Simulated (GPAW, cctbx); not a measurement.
# How far are the atoms of Sb3Rh2Au from free atoms?

Question: by how much does bonding change the X-ray structure factors of Sb3Rh2Au, how firmly does DFT give the change, and what does a routine refinement make of it?

The start was made by putting kin elements into a known structure type; the compound need not exist, or be stable, in this form. All numbers below are calculated.

## Step 1: Find the equilibrium geometry

The density hangs on the geometry, so cell and atoms are relaxed first, with the symmetry held. The cutoff is set higher than for the density because stress converges slowly with plane waves.

Settings: GPAW 26.7.0, PBE, 570 eV, 5×5×2 k-points (along the axes of the calculation cell), Fermi–Dirac width 0.1 eV, BFGS to 0.03 eV/Å.

```text
cell
1.0
     3.954000000    0.000000000    0.000000000
     0.000000000    3.954000000    0.000000000
     0.000000000    0.000000000    8.653000000
Au Sb Rh
1 3 2
Direct
0.000000000 0.000000000 0.000000000
0.500000000 0.500000000 0.000000000
0.500000000 0.000000000 0.614100000
0.000000000 0.500000000 0.385900000
0.500000000 0.000000000 0.266400000
0.000000000 0.500000000 0.733600000
```

```console
$ OMP_NUM_THREADS=1 mpirun -n 4 gpaw python run.py > gpaw.log
```

```text
BFGS:    0      -31.317189        1.875302
BFGS:    1      -31.409041        1.784054
BFGS:    2      -31.797390        1.221369
BFGS:    3      -31.960840        0.561579
...
BFGS:   12      -32.080063        0.049942
BFGS:   13      -32.080271        0.032938
BFGS:   14      -32.080265        0.028028
cell  3.9095 3.9095 7.8029  90.00 90.00 90.00
volume 119.263 A^3, largest force 0.031 eV/A, largest stress 0.05 GPa
```

The cell moved far, while the k-mesh and basis were chosen for the start, so the final shape may be somewhat biased.

After 14 steps the volume has changed by -11.8 % and the energy by -0.763 eV; the largest stress left is 0.05 GPa. It took 3.1 min on 4 cores of Intel(R) Xeon(R) Platinum 8488C (Sapphire Rapids) (shared host), peak memory 1.4 GiB.

Relaxed structure: P-4m2 (no. 115), a = 3.9095 Å, b = 3.9095 Å, c = 7.8029 Å, α = 90.00°, β = 90.00°, γ = 90.00°.

```csv
atom,mult.,x,y,z
Au1,1,0,0,0
Sb1,1,1/2,1/2,0
Sb2,2,1/2,0,0.6244
Rh1,2,1/2,0,0.2730
```

## Step 2: The all-electron density

X-rays see the whole electron density, so the PAW density is rebuilt with its core regions. Subtracting spherical free atoms from the same code cancels the cores and leaves the deformation density Δρ, the part due to bonding.

Settings: PBE, 450 eV, 6×6×3 k-points (along the axes of the calculation cell), Fermi–Dirac width 0.1 eV; primitive cell of 6 atoms.

```console
$ OMP_NUM_THREADS=1 mpirun -n 4 gpaw python run.py > gpaw.log
```

```text
|iter:   1|       0s |  -33.124360 | +0.63 |       |
|iter:   2|       1s |  -32.776751 | -1.12 | -1.36 |
|iter:   3|       1s |  -32.099092 | -1.69 | -1.41 |
...
|iter:  12|       9s |  -31.916516c| -6.67 | -5.07c|
|iter:  13|      10s |  -31.916516c| -7.17 | -5.75c|
|iter:  14|      10s |  -31.916516c| -7.54c| -6.22c|
```

```text
grid (40, 40, 80)  electrons 322.000  moved by bonding 1.291 e
deformation density beyond 0.5 A of the nuclei: max 0.178, min -0.226 e/A^3
atom        x       y       z   Voronoi charge  moment
Au1    0.0000  0.0000  0.0000      0.080       0.00
Sb2    0.5000  0.5000  0.0000      0.059       0.00
Sb3    0.5000  0.0000  0.6244      0.127       0.00
Sb4    0.0000  0.5000  0.3756      0.127       0.00
Rh5    0.5000  0.0000  0.2730     -0.197       0.00
Rh6    0.0000  0.5000  0.7270     -0.197       0.00
mean inner potential of superposed free atoms 24.795 V
total magnetic moment 0.000 muB
```

Deformation density in a plane through the shortest contact of the Sb atom at the origin, in 0.01 e/Å³ (clipped at ±99); x from -1.6 to 4.3 Å, y from 2.4 down to -2.4 Å:

```text
 -3 -11   . -15  -1   6   4  -2  -1   .  -1  -3  -3  -2  -1  -1
  0  -5  -8  -3   1   4   2  -2  -3  -1  -1  -1  -1   0   0   1
  2   1   2   5   4   3   1   0   0   2   3   3   1   1   2   3
  1   2   3   4   2   0   0   1   2   4   5   2   1   2   3   4
  0   0   0  -1  -2  -4  -2   2   4   2  -2  -6  -5   1   3   3
 -2  -3  -3  -1   .  -1  -2   4   6  -1 -16   . -12  -3   1   2
 -2  -3  -1   .   .   .  -2   6   7   0   .   .   .  -3   0   1
 -2  -3  -3  -1   .  -1  -2   4   6  -1 -16   . -12  -3   1   2
  0   0   0  -1  -2  -4  -2   2   4   2  -2  -6  -5   1   3   3
  1   2   3   4   2   0   0   1   2   4   5   2   1   2   3   4
  2   1   2   5   4   3   1   0   0   2   3   3   1   1   2   3
  0  -5  -8  -3   1   4   2  -2  -3  -1  -1  -1  -1   0   0   1
 -3 -11   . -15  -1   6   4  -2  -1   .  -1  -3  -3  -2  -1  -1
```

Atoms in or within 0.15 Å of the plane: Sb (0.0, 0.0), Rh (2.7, 0.0) Å. Dots mark points within about 0.45 Å of a nucleus; large values next to them are atomic features.

Rh gains most (-0.20 e) and Sb loses most (+0.10 e), in averages over each element's sites, which isn't the order of electronegativity: valence and coordination count too, and Voronoi cells cut space at the midplane whatever the atoms' sizes. Such charges fall far short of formal ones, since overlapping free atoms already put density on their neighbours. Along the shortest contact from the Sb atom at the map's origin, Sb–Rh at 2.74 Å, Δρ is +0.08 e/Å³ at the midpoint: a modest build-up. At the midpoints of other shortest contacts it is +0.05 (Au–Sb, 2.76 Å), +0.04 (Au–Rh, 2.89 Å) and 0.00 (Sb–Sb, 3.38 Å) e/Å³. Point values carry grid noise of about 0.01 e/Å³. The run needed 14 iterations, 19 s.

## Step 3: Structure factors

The Fourier components of Δρ, added to those of the free atoms, give the static X-ray structure factors; the Mott–Bethe relation turns them into the Fourier components V of the potential that fast electrons feel.

```text
static structure factors of the conventional cell: F in electrons, V (Mott-Bethe) in volts
   h  k  l      d  |F| table  |F| free   |F| DFT   change   |V| free  |V| DFT  change %
   0  0  1  7.8029    44.113    44.082    44.001   -0.081     1.366    1.555     13.8
   1  0  0  3.9095    27.652    27.570    27.516   -0.055     0.252    0.284     12.7
   0  0  2  3.9015    41.984    41.993    41.671   -0.322     1.430    1.619     13.2
   1  0  1  3.4953    31.415    31.295    31.311    0.016     0.983    0.914     -6.9
   1  1  0  2.7644    47.679    47.620    47.628    0.008     4.223    4.221     -0.1
   1  0  2  2.7616    68.438    68.474    68.353   -0.121     3.911    3.939      0.7
   1  1  1  2.6057   178.716   178.690   178.497   -0.194     9.562    9.613      0.5
   0  0  3  2.6010   197.991   197.932   197.803   -0.129    10.725   10.758      0.3
   1  1  2  2.2556   171.415   171.283   170.768   -0.515     8.658    8.759      1.2
   1  0  3  2.1655   120.977   120.890   120.513   -0.377     6.572    6.638      1.0
   2  0  0  1.9547   242.017   241.892   241.312   -0.580    11.764   11.849      0.7
   0  0  4  1.9507    80.133    80.027    79.774   -0.253     3.416    3.453      1.1
   2  0  1  1.8962    37.133    37.087    36.950   -0.137     1.047    1.066      1.8
   1  1  3  1.8943    19.901    19.871    19.875    0.004     0.131    0.130     -0.5
```

The largest X-ray change is -0.58 e on 200, 0.2 % of |F|. For electrons V goes as (Z − F)/g², so a change of F counts against Z − F, which is small at low angle and wherever the atoms' terms cancel: |V| of 001 moves by +13.8 % (1.37 to 1.55 V) against -0.2 % in |F|. The last three rows still change by up to 0.25 e; the table stops while the angles are still low. The tabulated Hartree–Fock atoms differ from the free DFT atoms by up to 0.13 e, so the choice of reference atom matters too.

## Step 4: The functional ladder

The same geometry is run with other functionals, to see whether the bonding signal is larger than the spread between approximations. Free atoms are LDA for LDA and PBE otherwise; meta-GGAs and hybrids keep PBE cores. Any other changed setting is in the row's label.

| run | ΔF 200 (e) | ΔF 112 (e) | ΔF 103 (e) | q(Rh) (e) | moved (e) | time |
| --- | --- | --- | --- | --- | --- | --- |
| PBE | -0.580 | -0.515 | -0.377 | -0.197 | 1.291 | 19 s |
| LDA | -0.586 | -0.514 | -0.374 | -0.196 | 1.265 | 18 s |
| SCAN | -0.662 | -0.503 | -0.389 | -0.178 | 1.293 | 40 s |

At the base's settings ΔF(200) spans -0.662 to -0.580 e, a spread of 14 % of the PBE value; over the three listed reflections the spread is at most 14 %, so sign and size hold across the functionals. Times are from shared hosts.

## Step 5: What a spherical-atom refinement makes of it

Routine crystallography fits spherical atoms. To see the bias, intensities are simulated from tabulated atoms plus the DFT change ΔF, so that bonding alone can misfit (7818 reflections of the full sphere, merged to the counts below, to 0.4 Å, 1 % proportional noise plus counting noise, assumed isotropic U as listed, Δρ smeared by the mean U) and refined with cctbx over different ranges.

```csv
range,data,R1,GooF,U Au1 (true 0.0052),U Sb1 (true 0.0062),U Sb2 (true 0.0062),U Rh1 (true 0.0065),largest shift (Å),"Δρ max, min (e/Å³)"
all data,1134,0.0053,0.93,0.0052,0.0062,0.0062,0.0065,0.0000,"0.58, -0.47"
"low resolution, d > 0.84",145,0.0033,0.92,0.0051,0.0060,0.0060,0.0065,0.0001,"0.23, -0.22"
"high order, d < 0.75",937,0.0062,0.93,0.0052,0.0062,0.0062,0.0065,0.0000,"0.61, -0.51"
"occupancies free, d > 0.7",233,0.0033,0.85,0.0050,0.0063,0.0062,0.0065,0.0001,"0.20, -0.22"
```

With all data GooF is 0.93, so at this noise the bonding hardly shows; the top residual peak lies 2.09 Å from Au and 2.09 Å from Au. No U is off by more than 3 s.u. at low resolution. With Au1 held at 1 and the scale free, the other occupancies refine to Sb1 1.006(0.002), Sb2 1.003(0.001) and Rh1 1.001(0.001), on sites that are all full: they absorb part of the misfit, and only ratios to the fixed site mean anything.

## Step 6: Answer

Bonding moves 1.29 e in the primitive cell of Sb3Rh2Au and changes the structure factors of the conventional cell in the table above by at most 0.58 e (200, 0.2 %), and among reflections above 2 % of the strongest by up to 0.8 % (002). The shortest bond, Sb–Rh, has Δρ = +0.08 e/Å³ at its midpoint. At the base's settings ΔF(200) spans -0.662 to -0.580 e, a spread of 14 % of the PBE value; over the three listed reflections the spread is at most 14 %, so sign and size hold across the functionals. With all data GooF is 0.93, so at this noise the bonding hardly shows. Limits: static density, frozen cores, no spin–orbit coupling.

[Outputs are excerpts: Python notices, other lines and further rows are left out; steps that failed or that the build refused (PBEsol, TPSS) are not shown.]

[Logs are printed without paths, hosts, clocks, repeated set-up lines and the standing remarks that a program may print on its own settings, such as how far it seeks lower states.]
